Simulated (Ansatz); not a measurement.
# Phonon transport in PbS (Galena, Fm-3m)

How well does the lattice of PbS (Galena) conduct heat?

Experimental results on record:
- thermal conductivity 2.9 W/m/K near room temperature (given in “Combining the AFLOW GIBBS and Elastic Libraries to efficiently and robustly screen thermo-mechanical properties of solids”, 2017, arXiv:1611.05714)
- thermal conductivity 2.9 W/m/K near room temperature (given in “Predicting the lattice thermal conductivity of solids by solving the Boltzmann transport equation: AFLOW - AAPL an automated, accurate and efficient framework”, 2017, arXiv:1611.05481)

Main program and level: Ansatz 0.2.0; DFT LDA, scalar-relativistic, plane waves, PAW; PAW set soft_1, in the first sound run; inputs show where later runs differ.

This is a report of a sequence of runs, with most program output left out.

The database entry behind the starting cell differs from later determinations by our own check (about 0.1 % short), so it need not match the best structure at ambient conditions.

## Step 1: Set-up

Symmetry: Fm-3m, No. 225, cubic system. The conventional cell has a = 5.931 Å, b = 5.931 Å, c = 5.931 Å, α = 90.00°, β = 90.00°, γ = 90.00°. Nearest to Pb lie 6 S at 2.97 Å. Nearest to S lie 6 Pb at 2.97 Å. Farther neighbours and most contacts between anions are not listed.

Coordinates:

```cif
data_structure
_symmetry_space_group_name_H-M 'P 1'
_symmetry_Int_Tables_number 1
_cell_length_a 4.1942
_cell_length_b 4.1942
_cell_length_c 4.1942
_cell_angle_alpha 60.000
_cell_angle_beta 60.000
_cell_angle_gamma 60.000
_cell_volume 52.17
loop_
_atom_site_label
_atom_site_type_symbol
_atom_site_fract_x
_atom_site_fract_y
_atom_site_fract_z
_atom_site_occupancy
Pb1 Pb 0.00000 0.00000 0.00000 1
S2 S 0.50000 0.50000 0.50000 1
```

## Step 2: A first coarse run

A cheap single point shows whether the cell is a metal or an insulator and how far it is from rest; that sets the k-mesh and the occupations of what follows.

File input.yaml:

```yaml
crystal:
  lattice:
    - [0.0, 2.96575, 2.96575]
    - [2.96575, 0.0, 2.96575]
    - [2.96575, 2.96575, 0.0]
  atoms:
    - { symbol: Pb, position: [0.0, 0.0, 0.0] }
    - { symbol: S, position: [0.5, 0.5, 0.5] }
kpoints:
  mp_grid: { grid: [6, 6, 6] }
hamiltonian:
  xc: lda
  pseudopotentials: { kind: paw, azcp: { folder: soft_1 }, xc_functional: pbe }
scf:
  occupations: { method: gaussian, width: 0.1 }
  lower_state_search: "off"
output:
  forces: true
  stress: true
  eigenvalues: true
```

The run is started by

```sh
$ ansatz run input.yaml --threads 18 --pin off --max-ram 92160MiB --backend cuda --events-out ev --progress --plain --runs-dir out --max-vram 78GiB
```

The job ended after 1.2 s (1 × NVIDIA GB200 with 18 threads of Arm Neoverse V2, shared host; peak memory 1 GiB; 1.5 s of CPU time).

This step gave:

```yaml
pressure: -2.633 GPa
volume_per_atom: 26.09 Å³/atom
gap_on_the_k_mesh: 0.2394 eV
```

The start is under -2.6 GPa at this level and looks like an insulator or semiconductor on this mesh.

## Step 3: Finding the static equilibrium

Phonons are second derivatives about a minimum, so cell and atoms are relaxed first, inside the symmetry of the start.

input.yaml, the sections that differ from step 2:

```yaml
kpoints:
  mp_grid: { grid: [10, 10, 10] }
scf:
  occupations: { method: gaussian, width: 0.01 }
  lower_state_search: "off"
relax:
  adjacent_minimum: "off"
  f_tol: 0.005
  max_steps: 80
  cell: { stress_tol: 0.05 }
# crystal, hamiltonian, output: as in step 2
```

It took 6 s on 1 × NVIDIA GB200 with 18 threads; peak memory 1.1 GiB.

Step by step:

```csv
step,energy less that of the first step (eV),largest force component (eV/Å),pressure (GPa),volume (Å³)
1,0.0000,0.0000,-2.58,52.17
2,-0.0114,0.0000,1.84,48.57
3,-0.0189,0.0000,-0.07,50.01
4,-0.0190,0.0000,0.00,49.96
5*,-0.0185,0.0000,0.00,49.96
```

Relaxation steps marked * repeat the geometry before them on a plane-wave basis chosen anew for their cell, so energy and pressure can jump there.

The run keeps the 48 symmetry operations that it works with, so distortions that break them were not tested.

```csv
"conventional cell, symmetrised",before,after,change
a (Å),5.931,5.846,-1.4 %
b (Å),5.931,5.846,-1.4 %
c (Å),5.931,5.846,-1.4 %
volume (Å³/atom),26.09,24.98,-4.2 %
```

Final coordinates:

```
Pb S
1.0
     0.00000    2.92315    2.92315
     2.92315    0.00000    2.92315
     2.92315    2.92315    0.00000
Pb S
1 1
Direct
  0.00000 0.00000 0.00000
  0.50000 0.50000 0.50000
```

Numbers from this step:

```yaml
pressure: -0.003248 GPa
volume_per_atom: 24.98 Å³/atom
gap_on_the_k_mesh: 0.07230 eV
```

The relaxation ends with a pressure of 0.00 GPa.

## Step 4: Tight relaxation

The thresholds are tightened for a last relaxation ahead of the phonons, and where mesh or smearing change with them the cell follows.

input.yaml, the sections that differ from step 3:

```yaml
crystal:
  lattice:
    - [0.0, 2.9231465012, 2.9231465012]
    - [2.9231465012, 0.0, 2.9231465012]
    - [2.9231465012, 2.9231465012, 0.0]
  atoms:
    - { symbol: Pb, position: [0.0, 0.0, 0.0] }
    - { symbol: S, position: [0.5, 0.5, 0.5] }
kpoints:
  mp_grid: { grid: [12, 12, 12] }
relax:
  adjacent_minimum: "off"
  f_tol: 0.001
  max_steps: 60
  cell: { stress_tol: 0.01 }
# hamiltonian, scf, output: as in step 3
```

The job ended after 2.2 s (1 × NVIDIA GB200 with 18 threads; peak memory 1.1 GiB; 5.5 s of CPU time).

Little changed from the start: no atom moved by 0.005 Å and no cell edge by 0.1 %.

Numbers from this step:

| Quantity | Value |
| --- | --- |
| pressure | -0.001838 GPa |
| gap on the k-mesh | 0.07218 eV |

The residual pressure is -0.0018 GPa, small enough for phonons.

## Step 5: An input with a fault

This input was changed on purpose, to see how the program answers.

input.yaml, the sections that differ from step 4:

```yaml
kpoints:
  mp_grid: { grid: [14, 14, 14] }
scf:
  occupations: { method: gaussian, width: 0.01 }
  lower_state_search: "off"
  max_iter: 80
output:
  eigenvalues: true
phonons:
  supercell: [2, 2, 2]
  dielectric: false
  lattice_thermal_conductivity:
    qmesh: [9, 9, 9]
    temperatures: [300]
    isotope_mass_variance:
      - { species: Pb, variance: 1.944e-05 }
      - { species: S, variance: 0.0001651 }
# crystal, hamiltonian: as in step 4
# relax: removed
```

Wall time 0.02 s (18 threads); peak memory 0.035 GiB.

The program refused the input before any cycle.

The program's message: “Error: invalid value for `phonons.lattice_thermal_conductivity`: set without third_order — the Boltzmann solve scatters phonons through the third-order force constants, which that block's batch comput …”

The fault put into the input: a conductivity without third-order constants.

## Step 6: Relaxing at another setting

The functional, the potentials or the cutoff change, so the crystal is relaxed again at the new setting.

This step: DFT LDA, spin-orbit coupling, plane waves, PAW; PAW set soft_1 (Ansatz 0.2.0).

File input.yaml:

```yaml
crystal:
  lattice:
    - [0.0, 2.9231465012, 2.9231465012]
    - [2.9231465012, 0.0, 2.9231465012]
    - [2.9231465012, 2.9231465012, 0.0]
  atoms:
    - { symbol: Pb, position: [0.0, 0.0, 0.0] }
    - { symbol: S, position: [0.5, 0.5, 0.5] }
kpoints:
  mp_grid: { grid: [12, 12, 12] }
hamiltonian:
  xc: lda
  pseudopotentials: { kind: paw_fr, azcp: { folder: soft_1 }, xc_functional: pbe }
scf:
  occupations: { method: gaussian, width: 0.01 }
  lower_state_search: "off"
output:
  forces: true
  stress: true
  eigenvalues: true
magnetization:
  noncollinear: true
  spin_orbit: true
relax:
  adjacent_minimum: "off"
  f_tol: 0.001
  max_steps: 60
  cell: { stress_tol: 0.01 }
```

It took 11 s on 1 × NVIDIA GB200 with 18 threads; peak memory 1.1 GiB.

The steps of the relaxation:

```csv
step,energy less that of the first step (eV),largest force component (eV/Å),pressure (GPa),volume (Å³)
1,0.0000,0.0000,-0.56,49.96
2,-0.0007,0.0000,0.41,49.21
3,-0.0010,0.0000,-0.01,49.52
4*,-0.0008,0.0000,-0.01,49.52
```

Relaxation steps marked * repeat the geometry before them on a plane-wave basis chosen anew for their cell, so energy and pressure can jump there.

Forces are held to the 48 operations that the run works with; a distortion that breaks them can't arise in this run.

```csv
"conventional cell, symmetrised",before,after,change
a (Å),5.846,5.829,-0.3 %
b (Å),5.846,5.829,-0.3 %
c (Å),5.846,5.829,-0.3 %
volume (Å³/atom),24.98,24.76,-0.9 %
```

Final coordinates:

```xyz
2
Lattice="0.0000 2.9147 2.9147 2.9147 0.0000 2.9147 2.9147 2.9147 0.0000" Properties=species:S:1:pos:R:3 pbc="T T T"
Pb    0.0000    0.0000    0.0000
S     2.9147    2.9147    2.9147
```

Numbers from this step:

```
pressure          : -0.007656 GPa
gap on the k-mesh : 0.4106 eV
volume per atom   : 24.76 Å³/atom
```

The residual pressure is -0.0077 GPa, small enough for phonons.

## Step 7: A cheap rung

A small supercell and a short cutoff cost little, and show how far such settings carry.

File input.yaml:

```yaml
crystal:
  lattice:
    - [0.0, 2.9146554766, 2.9146554766]
    - [2.9146554766, 0.0, 2.9146554766]
    - [2.9146554766, 2.9146554766, 0.0]
  atoms:
    - { symbol: Pb, position: [0.0, 0.0, 0.0] }
    - { symbol: S, position: [0.5, 0.5, 0.5] }
kpoints:
  mp_grid: { grid: [12, 12, 12] }
hamiltonian:
  xc: lda
  pseudopotentials: { kind: paw_fr, azcp: { folder: soft_1 }, xc_functional: pbe }
scf:
  occupations: { method: fixed }
  lower_state_search: "off"
output:
  eigenvalues: true
magnetization:
  noncollinear: true
  spin_orbit: true
phonons:
  method: fd
  dielectric: true
  qmesh: [6, 6, 6]
  temperatures: { t_max: 1000, t_step: 50 }
  qpath:
    path:
      - [[0.0, 0.0, 0.0], [0.5, 0.0, 0.5], [0.5, 0.25, 0.75], [0.375, 0.375, 0.75], [0.0, 0.0, 0.0], [0.5, 0.5, 0.5], [0.625, 0.25, 0.625], [0.5, 0.25, 0.75], [0.5, 0.5, 0.5], [0.375, 0.375, 0.75]]
      - [[0.625, 0.25, 0.625], [0.5, 0.0, 0.5]]
    npoints: 10
  third_order: { supercell: [3, 3, 3], pair_cutoff: 3.065 }
  lattice_thermal_conductivity:
    qmesh: [19, 19, 19]
    temperatures: [100.0, 150.0, 200.0, 300.0, 400.0, 500.0, 600.0, 800.0]
    isotope_mass_variance:
      - { species: Pb, variance: 1.944e-05 }
      - { species: S, variance: 0.0001651 }
```

Wall time 22 min (1 × NVIDIA GB200 with 18 threads); peak memory 16 GiB; 4.2 h of CPU time.

Numbers from this step:

```
Γ frequencies                              : 0, 0, 0, 71.35, 71.35, 71.35 cm⁻¹ (negative: imaginary)
lowest frequency on the path               : 0 cm⁻¹
zero-point energy                          : 0.04331 eV/cell
point group                                : m-3m
highest frequency                          : 234.4 cm⁻¹
Debye temperature from the second moment   : 247 K
κ at 300 K (relaxation time)               : 10.81 W/m/K
κ at 300 K (full solution)                 : 10.98 W/m/K
dipole term                                : run
mean free path at half of κ                : 5140 nm
share of κ above the three lowest branches : 0.063
third-order blocks                         : 38
periodic aliases dropped                   : 0
largest relative sum-rule correction       : 0.1159
displaced cells, third order               : 22
```

W/m/K. Kappa, by row:

```csv
T (K),RTA xx,RTA yy,RTA zz,full xx,full yy,full zz,coherence part xx,coherence part yy,coherence part zz,ending,iterations,least Ritz value
100,33.76,33.76,33.76,34.37,34.37,34.37,0.07397,0.07397,0.07397,converged,7,0.597
150,21.83,21.83,21.83,22.21,22.21,22.21,0.1052,0.1052,0.1052,converged,7,0.596
200,16.24,16.24,16.24,16.51,16.51,16.51,0.1223,0.1223,0.1223,converged,7,0.596
300,10.81,10.81,10.81,10.98,10.98,10.98,0.1391,0.1391,0.1391,converged,7,0.595
400,8.13,8.13,8.13,8.261,8.261,8.261,0.1467,0.1467,0.1467,converged,7,0.595
500,6.532,6.532,6.532,6.637,6.637,6.637,0.1506,0.1506,0.1506,converged,7,0.595
600,5.469,5.469,5.469,5.556,5.556,5.556,0.1529,0.1529,0.1529,converged,7,0.595
800,4.141,4.141,4.141,4.207,4.207,4.207,0.1552,0.1552,0.1552,converged,7,0.595
```

This rung gives 10.8 W/(m K) at 300 K by relaxation time, but with 54 atoms, 1 neighbour distance inside the cutoff and a 19×19×19 mesh it is a test, not the conductivity of the crystal.

## Step 8: Summary of results

```json
{"conductivity": "not obtained on sound settings"}
```

**Reading.** No conductivity was obtained: no run with a large enough supercell and cutoff finished.

[Logs are printed without paths, hosts, clocks, repeated set-up lines and the standing remarks that a program may print on its own settings, such as how far it seeks lower states.]

[Hosts, paths, dates, database ids (printed as entryN), source tags and the programs' standing remarks are cut or masked in the printed files.]

[A step with changed settings may run another functional than the one named; its input shows which.]
